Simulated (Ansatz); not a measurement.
## MgGaSiH (built on the sites of a database entry of SrGaSiH): relaxing the cell for a phonon run

Task: relax MgGaSiH (built on the sites of a database entry of SrGaSiH) tightly.

Calculated with Ansatz 0.2.0; DFT PBEsol, scalar-relativistic, plane waves, PAW.

The structure was built from a prototype and need not be the compound's stable phase.

## 1. Set-up

The structure is trigonal, space group P3m1 (No. 156). Conventional cell: a = 3.598 Å, b = 3.598 Å, c = 4.298 Å, α = 90.00°, β = 90.00°, γ = 120.00°. Mg has 3 H at 2.12 Å and 3 Si at 2.82 Å and 3 Ga at 2.84 Å nearest. Nearest to Ga lie 1 H at 1.52 Å and 3 Si at 2.13 Å. Si has 3 Ga at 2.13 Å and 3 Mg at 2.82 Å and 3 H at 2.86 Å nearest. Nearest to H lie 1 Ga at 1.52 Å and 3 Mg at 2.12 Å. Farther neighbours are not listed.

## 2. Probe on a coarse mesh

First a cheap look: the gap decides the mesh and the occupations, the pressure tells how far the cell has to move.

input.yaml

```yaml
crystal:
  lattice:
    - [3.59849, 0.0, 0.0]
    - [-1.79924, 3.11638, 0.0]
    - [0.0, 0.0, 4.29823]
  atoms:
    - { symbol: Mg, position: [0.0, 0.0, 0.0] }
    - { symbol: Ga, position: [0.6666666667, 0.3333333333, 0.5494] }
    - { symbol: Si, position: [0.3333333333, 0.6666666667, 0.4444] }
    - { symbol: H, position: [0.6666666667, 0.3333333333, 0.9031] }
kpoints:
  mp_grid: { grid: [6, 6, 4] }
hamiltonian:
  xc: pbesol
scf:
  occupations: { method: gaussian, width: 0.1 }
output:
  forces: true
  stress: true
  eigenvalues: true
```

On the command line:

```bash
> ansatz run input.yaml --threads 4 --pin off --max-ram 7168MiB --backend cpu --events-out ev --progress --plain --runs-dir out
```

Numbers of over 12 decimals in the logs are rounded to 6 here.

The program printed:

```text
Engine: ansatz 0.2.0, aarch64-unknown-linux-gnu
Pseudopotentials: kind: paw
Pseudopotential: Mg, paw, valence charge 10, recommended cutoff 420 eV (normal), Mg.paw.azcp
Pseudopotential: Ga, paw, valence charge 13, recommended cutoff 420 eV (normal), Ga.paw.azcp
Pseudopotential: Si, paw, valence charge 4, recommended cutoff 420 eV (normal), Si.paw.azcp
[...]
--- Band table (eV; the first three rows and the last of 24) ---
  k-point 0: bands = [... 10 lower, 4.6472, 7.0400, 10.2648, 10.2648, 12.8362, 13.3970, 13.3970, 16.2079]
  k-point 1: bands = [... 10 lower, 2.5582, 9.5355, 10.4457, 10.4457, 13.5452, 13.6176, 13.6176, 16.1670]
  k-point 2: bands = [... 10 lower, 1.1625, 10.6524, 10.6524, 11.1128, 13.8910, 13.8910, 15.1776, 16.3123]
  k-point 23: bands = [... 10 lower, 2.4893, 4.3552, 4.7635, 7.2270, 9.3694, 17.3316, 17.5065, 18.2248]
[key lines of the parts left out:]
SCF converged after 6 iterations
Free energy (F): -6290.443957 eV
Fermi energy:    10.563378 eV
P = ⅓ Tr σ = 34.6600 GPa (346.600 kbar)
```

Wall time 1.3 s (4 threads of Arm Neoverse V1, shared host); peak memory 0.33 GiB; 3.1 s of CPU time.

This step gave:

| Quantity | Value |
| --- | --- |
| pressure | 34.66 GPa |
| volume per atom | 12.05 Å³ |
| gap on the k-mesh | 0 eV |

The coarse mesh shows no gap and a pressure of 34.7 GPa.

## 3. Coarse relaxation

The start is far from rest, so a relaxation with loose tolerances brings it close first.

input.yaml, as its differences from that of step 2:

```diff
@@ -11,3 +11,3 @@
 kpoints:
-  mp_grid: { grid: [6, 6, 4] }
+  mp_grid: { grid: [6, 6, 6] }
 hamiltonian:
@@ -20 +20,6 @@
   eigenvalues: true
+relax:
+  adjacent_minimum: "off"
+  f_tol: 0.05
+  max_steps: 80
+  cell: { stress_tol: 0.5 }
```

The program printed:

```text
[...]
Crystal: 4 atoms, lattice volume = 48.201 Å³
Basis set: ecut = 420 eV, 939 PW (Γ), exchange–correlation on 50×50×60 points (8 copies of the dense FFT grid, shifted against one another)
Bands: 18, of which v1, the nominal top of the filled ones, is band 14 counted from 1 (13 counted from 0)
Symmetry: 6 space group operations
[...]
k-points: 34 of 216 (time reversal used)
[...]
cell:  # Å, volume = 61.6706 Å³
    - [3.902916, -3.130967704100141e-6, 0]
    - [-1.951455, 3.380026, 0]
    - [0, 0, 4.674865]
  atoms:
    - { symbol: Mg, position: [-3.238150488543893e-17, -1.850371707600888e-17, 0.011357] }
    - { symbol: Ga, position: [0.666667, 0.333333, 0.566479] }
    - { symbol: Si, position: [0.333333, 0.666667, 0.391123] }
    - { symbol: H, position: [0.666667, 0.333333, 0.927942] }
[key lines of the parts left out:]
SCF converged after 6 iterations
Free energy (F): -6292.015102 eV
Fermi energy:    7.382452 eV
P = ⅓ Tr σ = 0.1742 GPa (1.742 kbar)
```

Wall time 7.5 s (4 threads); peak memory 0.4 GiB.

Relaxation path:

```
step  energy less that of the first step (eV)  largest force component (eV/Å)  pressure (GPa)  volume (Å³)
   1                                   0.0000                          2.4378           34.62        48.20
   2                                  -1.2004                          1.2268           12.50        54.68
   3                                  -1.5225                          0.1140            3.13        58.93
   4                                  -1.5524                          0.1185            0.58        61.02
   5                                  -1.5554                          0.0351           -0.12        61.67
  6*                                  -1.5697                          0.0359            0.17        61.67
```

Relaxation steps marked * repeat the geometry before them on a plane-wave basis chosen anew for their cell, so energy and pressure can jump there.

Forces are held to the 6 operations that the run works with; a distortion that breaks them can't arise in this run.

```
conventional cell, symmetrised  before  after   change
                         a (Å)   3.598  3.903   +8.5 %
                         b (Å)   3.598  3.903   +8.5 %
                         c (Å)   4.298  4.675   +8.8 %
              volume (Å³/atom)   12.05  15.42  +27.9 %
```

The atoms that moved most (Å, as changes of fractional coordinates times the final cell):

```
atom     dx     dy      dz  length
 Si3  0.000  0.000  -0.249   0.249
  H4  0.000  0.000   0.116   0.116
 Ga2  0.000  0.000   0.080   0.080
 Mg1  0.000  0.000   0.053   0.053
```

The relaxed structure:

```cif
data_structure
_symmetry_space_group_name_H-M 'P 1'
_symmetry_Int_Tables_number 1
_cell_length_a 3.9029
_cell_length_b 3.9029
_cell_length_c 4.6749
_cell_angle_alpha 90.000
_cell_angle_beta 90.000
_cell_angle_gamma 120.000
_cell_volume 61.67
loop_
_atom_site_label
_atom_site_type_symbol
_atom_site_fract_x
_atom_site_fract_y
_atom_site_fract_z
_atom_site_occupancy
Mg1 Mg 0.00000 0.00000 0.01136 1
Ga2 Ga 0.66667 0.33333 0.56648 1
Si3 Si 0.33333 0.66667 0.39112 1
H4 H 0.66667 0.33333 0.92794 1
```

Numbers from this step:

| Item | Value |
| --- | --- |
| pressure | 0.1742 GPa |
| volume per atom | 15.42 Å³ |

In this step the volume went from 12.05 to 15.42 Å³/atom.

## 4. Relaxation

The cell and atoms are relaxed, since residual forces and stress would shift the frequencies.

input.yaml

```yaml
crystal:
  lattice:
    - [3.902916405, -3.131e-06, 0.0]
    - [-1.951455491, 3.3800263211, 0.0]
    - [0.0, 0.0, 4.6748653537]
  atoms:
    - { symbol: Mg, position: [0.0, 0.0, 0.0113567939] }
    - { symbol: Ga, position: [0.6666666667, 0.3333333333, 0.5664787963] }
    - { symbol: Si, position: [0.3333333333, 0.6666666667, 0.3911227726] }
    - { symbol: H, position: [0.6666666667, 0.3333333333, 0.9279416372] }
kpoints:
  mp_grid: { grid: [12, 12, 8] }
hamiltonian:
  xc: pbesol
scf:
  occupations: { method: gaussian, width: 0.1 }
output:
  forces: true
  stress: true
  eigenvalues: true
relax:
  adjacent_minimum: "off"
  f_tol: 0.005
  max_steps: 80
  cell: { stress_tol: 0.05 }
```

The program printed:

```text
[...]
Crystal: 4 atoms, lattice volume = 61.671 Å³
Basis set: ecut = 420 eV, 1215 PW (Γ), exchange–correlation on 54×54×64 points (8 copies of the dense FFT grid, shifted against one another)
Bands: 18, of which v1, the nominal top of the filled ones, is band 14 counted from 1 (13 counted from 0)
[... 1 set-up line as in the run before ...]
[...]
k-points: 131 of 1152 (time reversal used)
[...]
SCF iter   1: F=—  HF=-6292.058027 eV  |F-HF|=—  |Δ(HF+E_count)|=         —  Δρ=5.65e-3  dr2=2.19e-2  ethr=1.77e-3  ⟨swp⟩=5.4  Hψ=11722  notcnv=0
[...]
SCF iter   7: F=-6292.049973 eV  HF=-6292.049973 eV  |F-HF|=2.11e-8  |Δ(HF+E_count)|=   4.01e-7  Δρ=9.73e-6  dr2=9.23e-8  ethr=3.57e-10  ⟨swp⟩=3.9  Hψ=10380  notcnv=0
SCF 1 converged in 7 iterations: F = -6292.049973 eV  dr2 = 9.23e-8
[...]
relax step   1: F+E_penalty+E_count = -6292.04997297 eV  Δ(F+E_penalty+E_count) = +0.000e0 eV  max|allowed force component| = 3.282e-2 eV/Å  Δτ_max = 0.0000 Å  P = +0.156 GPa  Ω = 61.671 Å³  (7 SCF iters, dr2 threshold 1.00e-7 eV, accepted)
Crystal: 4 atoms, lattice volume = 61.826 Å³
[...]
SCF iter   6: F=-6292.050184 eV  HF=-6292.050184 eV  |F-HF|=4.98e-9  |Δ(HF+E_count)|=   4.55e-8  Δρ=2.52e-6  dr2=8.67e-9  ethr=4.04e-10  ⟨swp⟩=4.0  Hψ=8161  notcnv=0
SCF 2 converged in 6 iterations: F = -6292.050184 eV  dr2 = 8.67e-9
relax step   2: F+E_penalty+E_count = -6292.05018373 eV  Δ(F+E_penalty+E_count) = -2.108e-4 eV  max|allowed force component| = 5.765e-3 eV/Å  Δτ_max = 0.0089 Å  P = +0.009 GPa  Ω = 61.826 Å³  energy of the carried Pulay correction = -4.892e-5 eV  (6 SCF iters, dr2 threshold 1.13e-7 eV, accepted)
Crystal: 4 atoms, lattice volume = 61.827 Å³
[...]
SCF iter   4: F=-6292.050193 eV  HF=-6292.050193 eV  |F-HF|=7.39e-10  |Δ(HF+E_count)|=   3.84e-9  Δρ=1.25e-6  dr2=1.54e-9  ethr=2.57e-11  ⟨swp⟩=4.0  Hψ=8294  notcnv=0
SCF 3 converged in 4 iterations: F = -6292.050193 eV  dr2 = 1.54e-9
relax step   3: F+E_penalty+E_count = -6292.05019264 eV  Δ(F+E_penalty+E_count) = -8.910e-6 eV  max|allowed force component| = 1.375e-3 eV/Å  Δτ_max = 0.0006 Å  P = +0.005 GPa  Ω = 61.827 Å³  energy of the carried Pulay correction = -4.922e-5 eV  (4 SCF iters, dr2 threshold 7.19e-9 eV, accepted)
[...]
SCF iter   6: F=-6292.050249 eV  HF=-6292.050249 eV  |F-HF|=4.55e-12  |Δ(HF+E_count)|=  6.37e-12  Δρ=7.82e-8  dr2=8.01e-12  ethr=1.00e-12  ⟨swp⟩=4.0  Hψ=7580  notcnv=0
SCF 4 converged in 6 iterations: F = -6292.050249 eV  dr2 = 8.01e-12
relax step   4: F+E_penalty+E_count = -6292.05024895 eV  Δ(F+E_penalty+E_count) = -5.630e-5 eV  max|allowed force component| = 1.363e-3 eV/Å  Δτ_max = 0.0000 Å  P = +0.006 GPa  Ω = 61.827 Å³  stress off target by 1.01e-2 GPa  SCF on the basis re-selected at this cell (its energy is not comparable with the rows above)  (6 SCF iters)
[...]
SCF converged after 6 iterations
Free energy (F): -6292.050249 eV
[...]
Internal energy: -6292.047129 eV  (E = F + TS)
E sigma→0 (E₀):  -6292.048689 eV
Entropy (-TS):   -0.003120 eV (-0.780 meV/atom)
Fermi energy:    7.287798 eV
[...]
--- Forces (eV/Å), atoms counted from 1 ---
  atom   1  Mg     0.00000000    -0.00000000     0.00023856
  atom   2  Ga     0.00000000    -0.00000000    -0.00023081
  atom   3  Si     0.00000000     0.00000000    -0.00136253
  atom   4  H      0.00000000     0.00000000     0.00135471
  max |Σ_I F_I| component: 7.27e-8 eV/Å
--- Stress (GPa, compression-positive) ---
        0.004211      -0.000000       0.000000
       -0.000000       0.004211       0.000000
        0.000000       0.000000       0.010142
  P = ⅓ Tr σ = 0.0062 GPa (0.062 kbar)
--- Band table (eV; the first three rows and the last of 131) ---
  k-point 0: bands = [... 10 lower, 2.2247, 4.1073, 7.4668, 7.4668, 9.3612, 10.1784, 10.1784, 11.7475]
  k-point 1: bands = [... 10 lower, 1.5131, 4.9118, 7.5076, 7.5076, 9.5170, 10.2387, 10.2387, 11.6528]
  k-point 2: bands = [... 10 lower, 0.4563, 6.1913, 7.6118, 7.6118, 9.9850, 10.4011, 10.4011, 11.3366]
  k-point 130: bands = [... 10 lower, 0.2065, 2.0027, 3.2290, 4.7075, 6.1525, 12.8081, 13.7561, 14.1727]
--- Relaxed structure (3 steps of the walk, 3 accepted, 1 SCFs on fresh bases) ---
[...]
cell:  # Å, volume = 61.8274 Å³
    - [3.908782, -3.1356906221128413e-6, 2.9794045187542905e-19]
    - [-1.954388, 3.385106, 0]
    - [3.5686961864120275e-19, 2.533092150661305e-19, 4.672693]
  atoms:
    - { symbol: Mg, position: [-3.218009046348216e-17, -1.8413479617009188e-17, 0.013120] }
    - { symbol: Ga, position: [0.666667, 0.333333, 0.565296] }
    - { symbol: Si, position: [0.333333, 0.666667, 0.390974] }
    - { symbol: H, position: [0.666667, 0.333333, 0.927510] }
```

The job ended after 17 s (4 threads; peak memory 0.51 GiB).

Relaxation path:

```
step  energy less that of the first step (eV)  largest force component (eV/Å)  pressure (GPa)  volume (Å³)
   1                                   0.0000                          0.0328            0.16        61.67
   2                                  -0.0002                          0.0058            0.01        61.83
   3                                  -0.0002                          0.0014            0.01        61.83
  4*                                  -0.0003                          0.0014            0.01        61.83
```

Relaxation steps marked * repeat the geometry before them on a plane-wave basis chosen anew for their cell, so energy and pressure can jump there.

The run keeps the 6 symmetry operations that it works with, so distortions that break them were not tested.

```
conventional cell, symmetrised  before  after  change
                         a (Å)   3.903  3.909  +0.2 %
                         b (Å)   3.903  3.909  +0.2 %
                         c (Å)   4.675  4.673  -0.0 %
              volume (Å³/atom)   15.42  15.46  +0.3 %
```

This step gave:

```
pressure        : 0.006188 GPa
volume per atom : 15.46 Å³
```

In this step the volume went from 15.42 to 15.46 Å³/atom.

## 5. Relaxing to small forces for the phonons

Phonons need a cell at rest on their own settings, so the relaxation is repeated with tight tolerances on forces and stress on the k mesh and occupations of the first response run.

input.yaml

```yaml
crystal:
  lattice:
    - [3.9087818606, -3.1357e-06, 0.0]
    - [-1.9543882147, 3.3851059569, 0.0]
    - [0.0, 0.0, 4.672692902]
  atoms:
    - { symbol: Mg, position: [0.0, 0.0, 0.0131197776] }
    - { symbol: Ga, position: [0.6666666667, 0.3333333333, 0.5652962722] }
    - { symbol: Si, position: [0.3333333333, 0.6666666667, 0.3909740686] }
    - { symbol: H, position: [0.6666666667, 0.3333333333, 0.9275098816] }
kpoints:
  mp_grid: { grid: [12, 12, 8] }
hamiltonian:
  xc: pbesol
scf:
  occupations: { method: methfessel_paxton, width: 0.15 }
output:
  forces: true
  stress: true
  eigenvalues: true
relax:
  adjacent_minimum: "off"
  f_tol: 0.001
  max_steps: 60
  cell: { stress_tol: 0.01 }
```

The program printed:

```text
[...]
Crystal: 4 atoms, lattice volume = 61.827 Å³
Basis set: ecut = 420 eV, 1215 PW (Γ), exchange–correlation on 54×54×64 points (8 copies of the dense FFT grid, shifted against one another)
Bands: 18, of which v1, the nominal top of the filled ones, is band 14 counted from 1 (13 counted from 0)
[... 1 set-up line as in the run before ...]
[...]
k-points: 131 of 1152 (time reversal used)
[...]
cell:  # Å, volume = 61.8315 Å³
    - [3.908605, -3.135560353424939e-6, 0]
    - [-1.954300, 3.384953, 0]
    - [0.0, 0, 4.673426]
  atoms:
    - { symbol: Mg, position: [-3.238150488543893e-17, -1.850371707600888e-17, 0.013164] }
    - { symbol: Ga, position: [0.666667, 0.333333, 0.565304] }
    - { symbol: Si, position: [0.333333, 0.666667, 0.390941] }
    - { symbol: H, position: [0.666667, 0.333333, 0.927490] }
[key lines of the parts left out:]
SCF converged after 7 iterations
Free energy (F): -6292.048795 eV
Fermi energy:    7.290126 eV
P = ⅓ Tr σ = 0.0014 GPa (0.014 kbar)
```

It took 13 s on 4 threads; peak memory 0.51 GiB; 49 s of CPU time.

Little changed from the start: no atom moved by 0.005 Å and no cell edge by 0.1 %.

This step gave:

```
pressure : 0.001443 GPa
```

The largest force component left is 0.38 meV/Å and the pressure is 0.001 GPa, within the tolerances set. The cell now holds 15.46 Å³/atom.

## 6. Summary of results

```
space group after relaxation (within 0.01 Å) : P3m1
lattice constant a                           : 3.909 Å
lattice constant b                           : 3.909 Å
lattice constant c                           : 4.673 Å
volume per atom                              : 15.5 Å³
```

What this shows: The largest force component left is 0.38 meV/Å and the pressure is 0.001 GPa, within the tolerances set. The cell now holds 15.46 Å³/atom. The relaxation keeps the symmetry of its start, so it says nothing on stability against lower symmetry. The starting cell was built on a prototype and not taken from a measurement, so the phase need not exist.

[Logs are printed without paths, hosts, clocks, repeated set-up lines and the standing remarks that a program may print on its own settings, such as how far it seeks lower states.]

[Hosts, paths, dates, database ids (printed as entryN), source tags and the programs' standing remarks are cut or masked in the printed files.]
